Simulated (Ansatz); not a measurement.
# Charge trapping in aqueous Cd2+ and triflate, 1.6 mol of salt per kg of water at 300 K (122 atoms): runs compared

Aim: add and remove one electron in aqueous Cd2+ and triflate, 1.6 mol of salt per kg of water at 300 K (122 atoms), with atoms held and relaxed, and read trapping energy and localisation.

Computed with Ansatz 0.2.0: Kohn-Sham DFT, PBE+D4, PAW (set soft_2), plane waves.

### 1. The cell

The cell holds 122 atoms: 41 O, 2 S, 2 C, 6 F, 70 H and 1 Cd. Cell: a = 10.827 Å, b = 10.827 Å, c = 10.827 Å, α = 90.0°, β = 90.0°, γ = 90.0°. 35 H2O, 1 Cd2+, 2 triflate placed at random, at 1.36 g/cm³; overlaps pushed apart, then 10 ps at 420 K with divalent ions of Li, Roberts, Chakravorty and Merz (J. Chem. Theory Comput. 9, 2733 (2013)); MMFF94 bonds, angles, torsions, charges and radii (Halgren, J. Comput. Chem. 17, 490 (1996)) in harmonic and 12-6 forms; SPC/E water (Berendsen, Grigera and Straatsma, J. Phys. Chem. 91, 6269 (1987)). Snapshot after 20 ps at 300 K and fixed volume.

Limits known from the start: The network of contacts between molecules at the start is that of the classical potential that made the cell, and needn't be the one that DFT or experiment would give. Sampling is at Γ alone, for a cell whose shortest periodic width is 11 Å. The liquid is relaxed first, so the results are those of a frozen frame at zero temperature.

### 2. The reference run

The reference is a single point at the end of the relaxation.

The charged cells start from the geometry of this run, on a uniform background, with spin and a narrow Fermi–Dirac smearing.

Its input, with most atom lines left out:

```yaml
crystal:
  lattice:
    - [10.82721, 0.0, 0.0]
    - [0.0, 10.82721, 0.0]
    - [0.0, 0.0, 10.82721]
  atoms:
    - { symbol: O, position: [0.72552, 0.88534, 0.9004] }
    - { symbol: S, position: [0.5961, 0.92049, 0.88766] }
    - { symbol: O, position: [0.5629, 0.03736, 0.94882] }
    - { symbol: O, position: [0.50663, 0.82037, 0.90663] }
    - { symbol: C, position: [0.58082, 0.95692, 0.71932] }
    - { symbol: F, position: [0.66264, 0.0442, 0.68473] }
    - { symbol: F, position: [0.46631, 0.99841, 0.69277] }
    [... atom lines 8 to 122 left out ...]
kpoints:
  mp_grid: { grid: [1, 1, 1] }
hamiltonian:
  xc: pbe
  dispersion: d4
scf:
  occupations: { method: fermi_dirac, width: 0.05 }
output:
  forces: true
  stress: true
  populations: true
  dos:
    method: { smearing: { sigma: 0.15 } }
    de: 0.1
    projected: { site_lists: { C: [C], Cd: [Cd], F: [F], H: [H], O: [O] } }
  eigenvalues: true
  write_density: true
  write_potential: true
  volumetric_format: npy
```

* free energy per atom: -326.2698 eV/atom
* r.m.s. force component: 0.00735 eV/Å
* pressure: -0.03371 GPa

Filled and empty levels are parted by 4.99 eV (at Γ alone); a semilocal functional tends to put such gaps too low. In a disordered cell it changes from sample to sample and from frame to frame.

### 3. The runs

Each row is one run, on 4 threads of Intel Xeon Platinum 8488C (Sapphire Rapids), shared host. The free energy is the program's total, comparable only between runs with the same functional; between charge states it hangs on the program's zero of potential.

```tsv
run	atoms	outcome	relaxation steps	free energy (eV)	time	host memory (GiB)
Single point at the start	122	converged	-	-39796.009	8.8 s	1.6
Relaxation	122	converged	46	-39804.920	5.3 min	1.6
Single point at the relaxed geometry	122	converged	-	-39804.920	13 s	1.6
An extra electron, atoms held	122	converged	-	-39801.751	34 s	2.5
An extra electron, atoms relaxed	122	converged	4	-39801.783	57 s	2.4
An extra electron, levels at the relaxed geometry	122	converged	-	-39801.783	35 s	2.5
Neutral at the geometry of the electron	122	converged	-	-39804.874	12 s	1.6
An extra hole, atoms held	122	converged	-	-39802.855	59 s	2.5
An extra hole, atoms relaxed	122	converged	7	-39802.948	3 min	2.5
An extra hole, levels at the relaxed geometry	122	converged	-	-39802.948	48 s	2.5
Neutral at the geometry of the hole	122	converged	-	-39804.791	12 s	1.6
```

In some runs the program notes that the exchange-correlation potential is rough where the density is thin and starting moments were not kept.

### 4. Energies and spread of the extra charge

Energies are differences within one cell and functional; the shift is the gain plus the neutral cell's energy at the new geometry, that is how much cheaper the vertical process becomes there. The spread is the participation number of the site moments (1/Σw², over the spin inside atomic spheres), with the atom that holds the largest share and the spin that the spheres hold in all.

```tsv
carrier	charged less neutral, atoms held (eV)	gain on relaxing (eV)	neutral cell at that geometry, less the reference (eV)	shift of the vertical energy (eV)	spread, atoms held	spread, relaxed
electron	3.169	0.032	0.045	0.078	-	-
hole	2.065	0.093	0.129	0.222	22; O1 8 % of 0.47 μB	16; Cd122 11 % of 0.47 μB
```

### 5. Findings

The extra electron gains 0.032 eV as the atoms relax: so small a gain shows no trapping at this level. The cell with the electron keeps a moment of only 0.00 μB where one unpaired electron should give 1 μB: the carrier is shared between both spins, which can hide trapping. The extra hole gains 0.093 eV as the atoms relax, and its spin goes from about 22 to 16 atoms: it stays spread out at this level. The hole is shared among 3 partly filled levels, as near-degenerate levels under the smearing give, and as self-interaction favours. With the atoms held, the spheres hold only 0.47 of the 1.00 μB, so the spread is read from a small part of the spin. Adding the two vertical energies gives 5.23 eV, against a gap of 4.99 eV in the neutral cell. The zero of the potential cancels in this sum; the excess likely reflects the charging energy of carriers confined to few atoms or to a small cell, partly offset by their attraction to the background.

Caveats: Single energies of charged cells hang on the program's zero of potential. In the spin-polarised runs the search for a state of lower energy was switched off. No distortion was seeded, so a trapped state behind a barrier can't be found. Semilocal functionals favour spread-out charges, so trapping can be missed. In the spin-polarised runs the search for a state of lower energy was switched off. The density was typed from a rule of thumb and may lie off the real one at this temperature. Charged cells carry a uniform background, with no correction for images.

The DFT runs together took 13 min of wall time.

[Long decimals in the printed logs are rounded to 6 places.]

[Logs are printed without paths, hosts, clocks, repeated set-up lines and the standing remarks that a program may print on its own settings, such as how far it seeks lower states.]

[Hosts, paths, dates, database ids (printed as entryN), source tags and the programs' standing remarks are cut or masked in the printed files.]

[The MMFF94 radii named for the starting cell were scaled by 0.96; in molecules described by MMFF94, hydrogen bound to N, O or S took a small fixed 12-6 site in their place.]
